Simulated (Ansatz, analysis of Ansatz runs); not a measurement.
## Cu on a Zn site in ZnO: charge-transition level, PBE

How near does this set-up come to the measured charge-transition level? Subject: Cu on a Zn site in ZnO. Set-up: PBE, 72-site cell, measured lattice, 420 eV, k: the single point 1/4 1/4 1/4 then 2x2x2 shifted 0.5 0.5 0.5. The model is a cell of 72 host atoms with 1 Zn taken out and 1 Cu put in. The level is the Fermi energy at which two charge states have equal formation energy, after a correction for the images of the charge. The measured lattice removes the functional's error in the volume.

Measured beforehand: (0/-1) level above the valence-band top: 3.2 eV (“Acceptors in ZnO”, 2015, McCluskey et al.). The runs below try to reproduce this.

Program: Ansatz 0.2.0. Level of theory: plane-wave PAW DFT, PBE; relaxation of all atoms of a defect supercell. Results are calculated unless marked as measured.

## Step 1: Set-up

The cell holds 72 atoms: 35 Zn, 36 O and 1 Cu. Its edges and angles: a = 9.748 Å, b = 9.748 Å, c = 10.411 Å, α = 90.0°, β = 90.0°, γ = 120.0°. It derives from ZnO (space group P6_3mc). Nearest the centre at fractional (0.556, 0.444, 0.500): Cu38 at 0.00 Å, O60 at 1.98 Å, O28 at 1.98 Å, O36 at 1.98 Å, O39 at 1.98 Å, Zn61 at 3.21 Å, Zn57 at 3.21 Å, Zn29 at 3.21 Å.

The host's primitive cell comes from a first run (plane-wave PAW DFT, PBE; relaxation of the host's atoms at the measured cell): vectors of 3.249, 3.249 and 5.206 Å. That is 11.90 Å³ an atom. The supercell is built on it.

## Step 2: Relaxation, charge 0

Every later number rests on the structure around the defect, so the atoms are relaxed at the host's lattice first.

The input, relax0/input.yaml:

```yaml
relax:
  f_tol: 0.02
  max_steps: 80
  random_displacement: { amplitude: 0.05, seed: 671 }
crystal:
  lattice:
    - [9.74792405, 0.0, 0.0]
    - [-4.87396202, 8.44194986, 0.0]
    - [0.0, 0.0, 10.411418]
  atoms:
    - { symbol: Zn, position: [0.111111111, 0.222222222, 0.249510893] }
    - { symbol: Zn, position: [0.222222222, 0.111111111, -0.000489107] }
    - { symbol: O, position: [0.222222222, 0.111111111, 0.189994107] }
    - { symbol: O, position: [0.111111111, 0.222222222, 0.439994107] }
    - { symbol: Zn, position: [0.111111111, 0.222222222, 0.749510893] }
    - { symbol: Zn, position: [0.222222222, 0.111111111, 0.499510893] }
    - { symbol: O, position: [0.222222222, 0.111111111, 0.689994107] }
    - { symbol: O, position: [0.111111111, 0.222222222, 0.939994107] }
    - { symbol: Zn, position: [0.111111111, 0.555555556, 0.249510893] }
    - { symbol: Zn, position: [0.222222222, 0.444444444, -0.000489107] }
    - { symbol: O, position: [0.222222222, 0.444444444, 0.189994107] }
    - { symbol: O, position: [0.111111111, 0.555555556, 0.439994107] }
    - { symbol: Zn, position: [0.111111111, 0.555555556, 0.749510893] }
    - { symbol: Zn, position: [0.222222222, 0.444444444, 0.499510893] }
    - { symbol: O, position: [0.222222222, 0.444444444, 0.689994107] }
    - { symbol: O, position: [0.111111111, 0.555555556, 0.939994107] }
    - { symbol: Zn, position: [0.111111111, 0.888888889, 0.249510893] }
    - { symbol: Zn, position: [0.222222222, 0.777777778, -0.000489107] }
    - { symbol: O, position: [0.222222222, 0.777777778, 0.189994107] }
    - { symbol: O, position: [0.111111111, 0.888888889, 0.439994107] }
    - { symbol: Zn, position: [0.111111111, 0.888888889, 0.749510893] }
    - { symbol: Zn, position: [0.222222222, 0.777777778, 0.499510893] }
    - { symbol: O, position: [0.222222222, 0.777777778, 0.689994107] }
    - { symbol: O, position: [0.111111111, 0.888888889, 0.939994107] }
    - { symbol: Zn, position: [0.444444444, 0.222222222, 0.249510893] }
    - { symbol: Zn, position: [0.555555556, 0.111111111, -0.000489107] }
    - { symbol: O, position: [0.555555556, 0.111111111, 0.189994107] }
    - { symbol: O, position: [0.444444444, 0.222222222, 0.439994107] }
    - { symbol: Zn, position: [0.444444444, 0.222222222, 0.749510893] }
    - { symbol: Zn, position: [0.555555556, 0.111111111, 0.499510893] }
    - { symbol: O, position: [0.555555556, 0.111111111, 0.689994107] }
    - { symbol: O, position: [0.444444444, 0.222222222, 0.939994107] }
    - { symbol: Zn, position: [0.444444444, 0.555555556, 0.249510893] }
    - { symbol: Zn, position: [0.555555556, 0.444444444, -0.000489107] }
    - { symbol: O, position: [0.555555556, 0.444444444, 0.189994107] }
    - { symbol: O, position: [0.444444444, 0.555555556, 0.439994107] }
    - { symbol: Zn, position: [0.444444444, 0.555555556, 0.749510893] }
    - { symbol: Cu, position: [0.555555556, 0.444444444, 0.499510893], spin: 1.0 }
    - { symbol: O, position: [0.555555556, 0.444444444, 0.689994107] }
    - { symbol: O, position: [0.444444444, 0.555555556, 0.939994107] }
    - { symbol: Zn, position: [0.444444444, 0.888888889, 0.249510893] }
    - { symbol: Zn, position: [0.555555556, 0.777777778, -0.000489107] }
    - { symbol: O, position: [0.555555556, 0.777777778, 0.189994107] }
    - { symbol: O, position: [0.444444444, 0.888888889, 0.439994107] }
    - { symbol: Zn, position: [0.444444444, 0.888888889, 0.749510893] }
    - { symbol: Zn, position: [0.555555556, 0.777777778, 0.499510893] }
    - { symbol: O, position: [0.555555556, 0.777777778, 0.689994107] }
    - { symbol: O, position: [0.444444444, 0.888888889, 0.939994107] }
    - { symbol: Zn, position: [0.777777778, 0.222222222, 0.249510893] }
    - { symbol: Zn, position: [0.888888889, 0.111111111, -0.000489107] }
    - { symbol: O, position: [0.888888889, 0.111111111, 0.189994107] }
    - { symbol: O, position: [0.777777778, 0.222222222, 0.439994107] }
    - { symbol: Zn, position: [0.777777778, 0.222222222, 0.749510893] }
    - { symbol: Zn, position: [0.888888889, 0.111111111, 0.499510893] }
    - { symbol: O, position: [0.888888889, 0.111111111, 0.689994107] }
    - { symbol: O, position: [0.777777778, 0.222222222, 0.939994107] }
    - { symbol: Zn, position: [0.777777778, 0.555555556, 0.249510893] }
    - { symbol: Zn, position: [0.888888889, 0.444444444, -0.000489107] }
    - { symbol: O, position: [0.888888889, 0.444444444, 0.189994107] }
    - { symbol: O, position: [0.777777778, 0.555555556, 0.439994107] }
    - { symbol: Zn, position: [0.777777778, 0.555555556, 0.749510893] }
    - { symbol: Zn, position: [0.888888889, 0.444444444, 0.499510893] }
    - { symbol: O, position: [0.888888889, 0.444444444, 0.689994107] }
    - { symbol: O, position: [0.777777778, 0.555555556, 0.939994107] }
    - { symbol: Zn, position: [0.777777778, 0.888888889, 0.249510893] }
    - { symbol: Zn, position: [0.888888889, 0.777777778, -0.000489107] }
    - { symbol: O, position: [0.888888889, 0.777777778, 0.189994107] }
    - { symbol: O, position: [0.777777778, 0.888888889, 0.439994107] }
    - { symbol: Zn, position: [0.777777778, 0.888888889, 0.749510893] }
    - { symbol: Zn, position: [0.888888889, 0.777777778, 0.499510893] }
    - { symbol: O, position: [0.888888889, 0.777777778, 0.689994107] }
    - { symbol: O, position: [0.777777778, 0.888888889, 0.939994107] }
  host:
    repeats: [3, 3, 2]
    atoms:
      - { symbol: Zn, position: [0.333333333, 0.666666667, 0.499021785] }
      - { symbol: Zn, position: [0.666666667, 0.333333333, -0.000978215] }
      - { symbol: O, position: [0.666666667, 0.333333333, 0.379988215] }
      - { symbol: O, position: [0.333333333, 0.666666667, 0.879988215] }
basis:
  ecutwfc: 420
  xc_grid: 2
hamiltonian:
  xc: pbe
kpoints:
  mp_grid: { grid: [1, 1, 1], shift: [0.25, 0.25, 0.25] }
magnetization:
  spin_polarized: true
  initial_magnetization: 1
  spin_locking: { lock_magnetization: hard }
scf:
  occupations: { method: fermi_dirac, width: 0.01 }
  max_iter: 120
output:
  forces: true
  charged_corrections:
    epsilon: [5.08, 5.08, 5.12]
    static_epsilon: [9.82, 9.82, 10.68]
    defect_position: [0.555556, 0.444444, 0.499511]
checkpoint:
  write: "../relax0.run"
  compress: false
  write_wavefunctions: true
  write_every: 100000
```

Run with:

```bash
$ ansatz run input.yaml --threads 4 --pin off --max-ram 14131MiB --backend cpu --events-out ev --progress --plain --runs-dir out
```

Numbers of over 12 decimals in the logs are rounded to 6 here.

The program printed:

```text
[... repeated set-up lines and file paths are left out, and long positions are rounded to six places ...]
Engine: ansatz 0.2.0, x86_64-unknown-linux-gnu
Pseudopotentials: kind: paw
Pseudopotential: Zn, paw, valence charge 12, recommended cutoff 420 eV (normal), Zn.paw.azcp
Pseudopotential: O, paw, valence charge 6, recommended cutoff 420 eV (normal), O.paw.azcp
Pseudopotential: Cu, paw, valence charge 19, recommended cutoff 420 eV (normal), Cu.paw.azcp
Functional definition: PBE
  parameter kappa = 0.804
  parameter beta = 0.066725
  exchange = pbe_x(kappa = kappa, mu = beta*pi^2/3)
  correlation = pbe_c(beta = beta)
Crystal: 72 atoms, lattice volume = 856.771 Å³
Basis set: ecut = 420 eV, 16751 PW (Γ), exchange–correlation on 144×144×144 points (8 copies of the dense FFT grid, shifted against one another)
Bands: 400, of which v1, the nominal top of the filled ones, is band 328 counted from 1 (327 counted from 0)
Symmetry: 1 space group operations
k-points: 1
Non-local potential: Zn, projectors of the file, l = 0: 2, l = 1: 2, l = 2: 3, l = 3: 1
Non-local potential: O, projectors of the file, l = 0: 2, l = 1: 2, l = 2: 1
Non-local potential: Cu, projectors of the file, l = 0: 3, l = 1: 2, l = 2: 3, l = 3: 1
PAW form: soft (Blöchl's): semilocal exchange-correlation on the pseudo side does not see the compensation charge
PAW one-centre angular grid: Zn, 590 points (default); XC on 64 Gauss nodes
PAW one-centre angular grid: O, 110 points (default); XC on 64 Gauss nodes
PAW one-centre angular grid: Cu, 590 points (default); XC on 64 Gauss nodes
Initial density: superposition of atomic densities (chi_scale 0.1, normalization cell, long waves kept (reshape's long-wave potential 0.06 eV rms))
Starting moments: Σ|m| = 1 μB on 1 of 72 sites
Initial wavefunctions: pseudopotential atomic-orbital guess
Functional: x = pbe(κ = 0.804, μ = 0.219515), c = pbe(β = 0.066725)
SCF iter   1: F=—  HF=-143244.985248 eV  |F-HF|=—  |Δ(HF+E_count)|=         —  Δρ=5.03e-2 (↑5.00e-2 ↓5.03e-2)  dr2=4.58e1  dr2_m=2.74e-1  M=1.000 μB ∫|m|=1.010 μB  β_m=0.30  ethr=3.10e-3  ⟨swp⟩=6.0  Hψ=2878  notcnv=0  defer=2
preconditioner: auto → Resta (q_TF=auto, 2.609 Å⁻¹)  ε∞=6.5  [insulator: Δε(μ)=0.022 eV  Ē_g=13.772 eV  σ=0.010 eV  W_gap=0.51  n_scr=242 (ndim 8)  ℏωp=32.3 eV  f_vac=0.000  D(μ)=37.20/eV (n_scr^D=326)  ε∞_Penn≈6.5]
spin=Collinear: Resta preconditioning applied to the charge; magnetization (m = ρ↑ − ρ↓) channel mixes plain (no charge-response kernel on spin).
SCF iter   2: F=—  HF=-143233.720992 eV  |F-HF|=—  |Δ(HF+E_count)|=    1.13e1  Δρ=2.70e-2 (↑2.70e-2 ↓2.68e-2)  dr2=1.47e1  dr2_m=1.21e-1  M=1.000 μB ∫|m|=1.013 μB  β_m=0.43  ethr=3.10e-3  ⟨swp⟩=2.0  Hψ=1508  notcnv=0  defer=132
SCF iter   3: F=—  HF=-143229.664949 eV  |F-HF|=—  |Δ(HF+E_count)|=    4.06e0  Δρ=1.16e-2 (↑1.06e-2 ↓1.16e-2)  dr2=3.01e0  dr2_m=7.82e-2  M=1.000 μB ∫|m|=1.034 μB  β_m=0.52  ethr=2.25e-3  ⟨swp⟩=2.0  Hψ=922  notcnv=0  defer=132
SCF iter   4: F=—  HF=-143228.963204 eV  |F-HF|=—  |Δ(HF+E_count)|=   7.02e-1  Δρ=9.51e-3 (↑3.37e-3 ↓9.51e-3)  dr2=6.64e-1  dr2_m=1.54e-1  M=1.000 μB ∫|m|=1.067 μB  β_m=0.45  ethr=4.60e-4  ⟨swp⟩=2.0  Hψ=1270  notcnv=0  defer=132
SCF iter   5: F=—  HF=-143228.994778 eV  |F-HF|=—  |Δ(HF+E_count)|=   3.16e-2  Δρ=3.13e-3 (↑2.75e-3 ↓3.13e-3)  dr2=2.10e-1  dr2_m=5.04e-3  M=1.000 μB ∫|m|=1.050 μB  β_m=0.73  ethr=1.01e-4  ⟨swp⟩=2.0  Hψ=1267  notcnv=0  defer=132
SCF iter   6: F=—  HF=-143229.162099 eV  |F-HF|=—  |Δ(HF+E_count)|=   1.67e-1  Δρ=1.36e-3 (↑8.80e-4 ↓1.36e-3)  dr2=2.84e-2  dr2_m=1.78e-3  M=1.000 μB ∫|m|=1.059 μB  β_m=0.70  ethr=3.20e-5  ⟨swp⟩=2.0  Hψ=1336  notcnv=0  defer=132
SCF iter   7: F=—  HF=-143229.175691 eV  |F-HF|=—  |Δ(HF+E_count)|=   1.36e-2  Δρ=1.69e-3 (↑5.72e-4 ↓1.69e-3)  dr2=2.85e-2  dr2_m=3.51e-3  M=1.000 μB ∫|m|=1.058 μB  β_m=0.59  ethr=4.33e-6  ⟨swp⟩=2.0  Hψ=1336  notcnv=0  defer=132
SCF iter   8: F=—  HF=-143229.176430 eV  |F-HF|=—  |Δ(HF+E_count)|=   7.39e-4  Δρ=9.58e-4 (↑2.73e-4 ↓9.58e-4)  dr2=6.62e-3  dr2_m=1.52e-3  M=1.000 μB ∫|m|=1.062 μB  β_m=0.58  ethr=4.33e-6  ⟨swp⟩=2.0  Hψ=1336  notcnv=0  defer=132
SCF iter   9: F=—  HF=-143229.178041 eV  |F-HF|=—  |Δ(HF+E_count)|=   1.61e-3  Δρ=7.84e-4 (↑1.73e-4 ↓7.84e-4)  dr2=2.91e-3  dr2_m=1.18e-3  M=1.000 μB ∫|m|=1.062 μB  β_m=0.52  ethr=1.01e-6  ⟨swp⟩=2.0  Hψ=1578  notcnv=0  defer=132
SCF iter  10: F=—  HF=-143229.179293 eV  |F-HF|=—  |Δ(HF+E_count)|=   1.25e-3  Δρ=6.53e-4 (↑1.08e-4 ↓6.53e-4)  dr2=2.25e-3  dr2_m=7.93e-4  M=1.000 μB ∫|m|=1.061 μB  β_m=0.56  ethr=4.44e-7  ⟨swp⟩=2.0  Hψ=1005  notcnv=0  defer=132
SCF iter  11: F=—  HF=-143229.179959 eV  |F-HF|=—  |Δ(HF+E_count)|=   6.66e-4  Δρ=2.72e-4 (↑6.50e-5 ↓2.72e-4)  dr2=6.77e-4  dr2_m=1.17e-4  M=1.000 μB ∫|m|=1.061 μB  β_m=0.62  ethr=3.43e-7  ⟨swp⟩=2.5  Hψ=1324  notcnv=0  defer=132
SCF iter  12: F=—  HF=-143229.179980 eV  |F-HF|=—  |Δ(HF+E_count)|=   2.14e-5  Δρ=8.02e-5 (↑3.18e-5 ↓8.02e-5)  dr2=1.31e-4  dr2_m=1.06e-5  M=1.000 μB ∫|m|=1.060 μB  β_m=0.64  ethr=1.03e-7  ⟨swp⟩=2.0  Hψ=1323  notcnv=0  defer=132
SCF iter  13: F=—  HF=-143229.179996 eV  |F-HF|=—  |Δ(HF+E_count)|=   1.58e-5  Δρ=5.64e-5 (↑2.08e-5 ↓5.64e-5)  dr2=7.58e-5  dr2_m=4.43e-6  M=1.000 μB ∫|m|=1.060 μB  β_m=0.74  ethr=2.00e-8  ⟨swp⟩=2.0  Hψ=1088  notcnv=0  defer=132
[...]
relax step   7: F+E_penalty+E_count = -143230.15227106 eV  Δ(F+E_penalty+E_count) = -9.693e-3 eV  max|allowed force component| = 1.342e-1 eV/Å  Δτ_max = 0.0295 Å  (7 SCF iters, dr2 threshold 2.33e-5 eV, accepted)
relax step   8: F+E_penalty+E_count = -143230.15396105 eV  Δ(F+E_penalty+E_count) = -1.690e-3 eV  max|allowed force component| = 7.706e-2 eV/Å  Δτ_max = 0.0472 Å  (6 SCF iters, dr2 threshold 1.40e-5 eV, accepted)
relax step   9: F+E_penalty+E_count = -143230.15720135 eV  Δ(F+E_penalty+E_count) = -3.240e-3 eV  max|allowed force component| = 5.745e-2 eV/Å  Δτ_max = 0.0222 Å  (7 SCF iters, dr2 threshold 1.96e-6 eV, accepted)
relax step  10: F+E_penalty+E_count = -143230.15755706 eV  Δ(F+E_penalty+E_count) = -3.557e-4 eV  max|allowed force component| = 5.457e-2 eV/Å  Δτ_max = 0.0024 Å  (6 SCF iters, dr2 threshold 1.09e-6 eV, accepted)
relax step  11: F+E_penalty+E_count = -143230.15854544 eV  Δ(F+E_penalty+E_count) = -9.884e-4 eV  max|allowed force component| = 4.230e-2 eV/Å  Δτ_max = 0.0145 Å  (6 SCF iters, dr2 threshold 1.65e-6 eV, accepted)
relax step  12: F+E_penalty+E_count = -143230.16030262 eV  Δ(F+E_penalty+E_count) = -1.757e-3 eV  max|allowed force component| = 4.471e-2 eV/Å  Δτ_max = 0.0402 Å  (8 SCF iters, dr2 threshold 1.08e-6 eV, accepted)
relax step  13: F+E_penalty+E_count = -143230.16058892 eV  Δ(F+E_penalty+E_count) = -2.863e-4 eV  max|allowed force component| = 1.006e-1 eV/Å  Δτ_max = 0.1073 Å  (11 SCF iters, dr2 threshold 1.20e-6 eV, accepted)
relax step  14: F+E_penalty+E_count = -143230.16298759 eV  Δ(F+E_penalty+E_count) = -2.399e-3 eV  max|allowed force component| = 4.329e-2 eV/Å  Δτ_max = 0.0532 Å  (7 SCF iters, dr2 threshold 1.01e-5 eV, accepted)
relax step  15: F+E_penalty+E_count = -143230.16370304 eV  Δ(F+E_penalty+E_count) = -7.154e-4 eV  max|allowed force component| = 1.690e-2 eV/Å  Δτ_max = 0.0120 Å  (9 SCF iters, accepted)
[...]
relax step  16: F+E_penalty+E_count = -143230.16411091 eV  Δ(F+E_penalty+E_count) = -4.079e-4 eV  max|allowed force component| = 1.378e-2 eV/Å  Δτ_max = 0.0274 Å  (9 SCF iters, accepted)
NSCF: frozen V_eff on 1 k-points
the band table was solved once a step of the walk had ended and its energy, with any forces and stress, was formed, with the checks that follow a solve (2708 applications of the Hamiltonian). They found nothing against the state; [...]
SCF converged after 9 iterations
Stability checked in part: among states of this total moment the steps that led to this state did not find it unstable. No probe was made; neither looks for a lower state of another moment (fixed_total_moment; see scf.lower_state_search)
Magnetization: 1.0000 μB (328.0000 up, 327.0000 down)
Absolute magnetization: 1.0730 μB (∫|ρ↑−ρ↓|, with the PAW one-centre terms)
Spin contamination: 0.0014 ħ² per cell (⟨S²⟩ above its minimum at these occupations)
Per-site moments (μB) at R_I (Å): [(0.000128465, 0.814819), (0.000206834, 0.814340), (0.000944405, 0.813636), [... 69 left out ...]
Free energy (F): -143230.164111 eV
Harris-Foulkes:  -143230.164111 eV  (|F-HF|=3.16e-8)
Internal energy: -143230.164037 eV  (E = F + TS)
E sigma→0 (E₀):  -143230.164074 eV
Entropy (-TS):   -0.000074 eV (-0.001 meV/atom)
Fermi energy:    7.770917 (↑ 8.437420, ↓ 7.770917) eV
--- Per-component energies (eV) ---
  E_band       = 647.444607
  E_kinetic    = 11176.489257
  E_local      = -75777.064185  (includes V_loc(G=0)·N_el)
  E_nonlocal   = 23807.146943
  E_hartree    = 31296.519036
  E_xc         = -7512.010980
  E_vxc        = -5281.527185  (∫ρ·V_xc dr)
  E_paw        = -71476.265126  (= ΣΔE_a)
  E_vpaw       = -15870.717534  (= ΣTr[D̂ρ^β])
  E_aug_tail   = 0.076708  (compensation charges beyond the density's cutoff)
  E_ewald      = -54745.055690
  E_smearing   = -0.000074  (= −TS)
  E_closure    = -0.000000  (closes the sum)
  Σ components = -143230.164111   (vs F -143230.164111, Δ=0.00e0)
--- Forces (eV/Å), atoms counted from 1 ---
  atom   1  Zn    -0.00138904     0.00139565    -0.00151720
  atom   2  Zn     0.00232313    -0.00089885    -0.00046470
  [... 22 atoms left out ...]
  atom  25  Zn    -0.00067337    -0.00196996    -0.00016425
  [... 2 atoms left out ...]
  atom  28  O     -0.00471147    -0.00911267     0.00008383
  atom  29  Zn     0.00149571    -0.00259594     0.00362193
  [... 6 atoms left out ...]
  atom  36  O     -0.00536504     0.00441347    -0.01377620
  atom  37  Zn    -0.00689487     0.00352669     0.00278086
  atom  38  Cu     0.00111280     0.00462712     0.00610658
  atom  39  O      0.01005508    -0.00546855     0.00331134
  [... 17 atoms left out ...]
  atom  57  Zn     0.00029786     0.00056466    -0.00066198
  [... 2 atoms left out ...]
  atom  60  O      0.00093305     0.00749361     0.00122740
  atom  61  Zn     0.00305812    -0.00096609     0.00443059
  [... 11 atoms left out ...]
  max |Σ_I F_I| component: 4.09e-5 eV/Å
--- Band table (eV) ---
  k-point 0 ↑: bands = ["-104.4730", "-62.5420", "-61.8565", "-61.1144", [... 392 left out ...] "17.3939", "17.4076", "17.4130", "17.4543"]
  k-point 0 ↓: bands = ["-103.7289", "-61.4011", "-61.1514", "-60.7991", [... 392 left out ...] "17.3966", "17.4091", "17.4162", "17.4592"]
--- Relaxed structure (16 steps of the walk, 15 accepted, 0 SCFs on fresh bases) ---
  F+E_penalty+E_count = -143230.16411091 eV   max|allowed force component| = 1.378e-2 eV/Å
  atoms:
    - { symbol: Zn, position: [0.109826, 0.223721, 0.248920] }
    - { symbol: Zn, position: [0.222200, 0.111587, -0.000922] }
    [... 22 atoms left out ...]
    - { symbol: Zn, position: [0.442038, 0.223369, 0.250569] }
    [... 2 atoms left out ...]
    - { symbol: O, position: [0.435487, 0.217307, 0.442121] }
    - { symbol: Zn, position: [0.444109, 0.221352, 0.748626] }
    [... 6 atoms left out ...]
    - { symbol: O, position: [0.447555, 0.553246, 0.436507] }
    - { symbol: Zn, position: [0.448433, 0.552507, 0.744702] }
    - { symbol: Cu, position: [0.564300, 0.436439, 0.492592] }
    - { symbol: O, position: [0.559848, 0.441021, 0.686156] }
    [... 17 atoms left out ...]
    - { symbol: Zn, position: [0.777277, 0.558743, 0.250598] }
    [... 2 atoms left out ...]
    - { symbol: O, position: [0.783261, 0.565292, 0.442201] }
    - { symbol: Zn, position: [0.779474, 0.556798, 0.748654] }
    [... 11 atoms left out ...]
```

Run time: 7.2 min. Hardware: 4 threads of Intel Xeon Platinum 8488C (Sapphire Rapids), shared host; peak memory 4 GiB; 28 min of CPU time.

The steps of the relaxation:

```
step  energy less that of the first step (eV)  largest force component (eV/Å)
   1                                   0.0000                          0.9754
   2                                  -0.5373                          0.5642
   3                                  -0.9558                          0.0429
   4                                  -0.9575                          0.1341
   5                                  -0.8077                          0.6432
   6                                  -0.9626                          0.1525
   7                                  -0.9723                          0.1342
   8                                  -0.9740                          0.0771
   9                                  -0.9772                          0.0574
  10                                  -0.9776                          0.0546
  11                                  -0.9786                          0.0423
  12                                  -0.9803                          0.0447
  13                                  -0.9806                          0.1006
  14                                  -0.9830                          0.0433
  15                                  -0.9837                          0.0169
  16                                  -0.9841                          0.0138
```

Relaxation step 5 was tried and not accepted.

The atoms that moved most (Å, from the sites as typed, ahead of the random displacement, the mean shift of all atoms taken out):

```
atom      dx      dy      dz  length
Cu38   0.125  -0.073  -0.068   0.160
 O28  -0.063  -0.047   0.027   0.082
 O60   0.007   0.077   0.027   0.082
Zn37   0.055  -0.031  -0.046   0.077
 O39   0.059  -0.034  -0.035   0.077
Zn70  -0.016   0.060   0.024   0.067
 Zn6  -0.059  -0.017   0.024   0.066
 O36   0.042  -0.025  -0.032   0.058
```

Neighbours of Cu38 at the end:

```
atom  distance (Å)
 O60         1.931
 O28         1.932
 O39         2.017
 O36         2.056
Zn57         3.099
Zn25         3.100
Zn62         3.124
Zn30         3.126
 O35         3.162
```

Read from the output:

- free energy: -143230.1641 eV
- total moment: 1 μB
- integral of the absolute spin density: 1.073 μB
- spin contamination: 0.001367

(Part 1 of 2 ends here.)

[Logs are printed without paths, hosts, clocks, repeated set-up lines and the standing remarks that a program may print on its own settings, such as how far it seeks lower states.]

[Hosts, paths, dates, database ids (printed as entryN), source tags and the programs' standing remarks are cut or masked in the printed files.]

[For some hosts the program warned that the k-mesh of the response run may be too coarse for force constants and the static dielectric constant; such warnings are not shown here.]
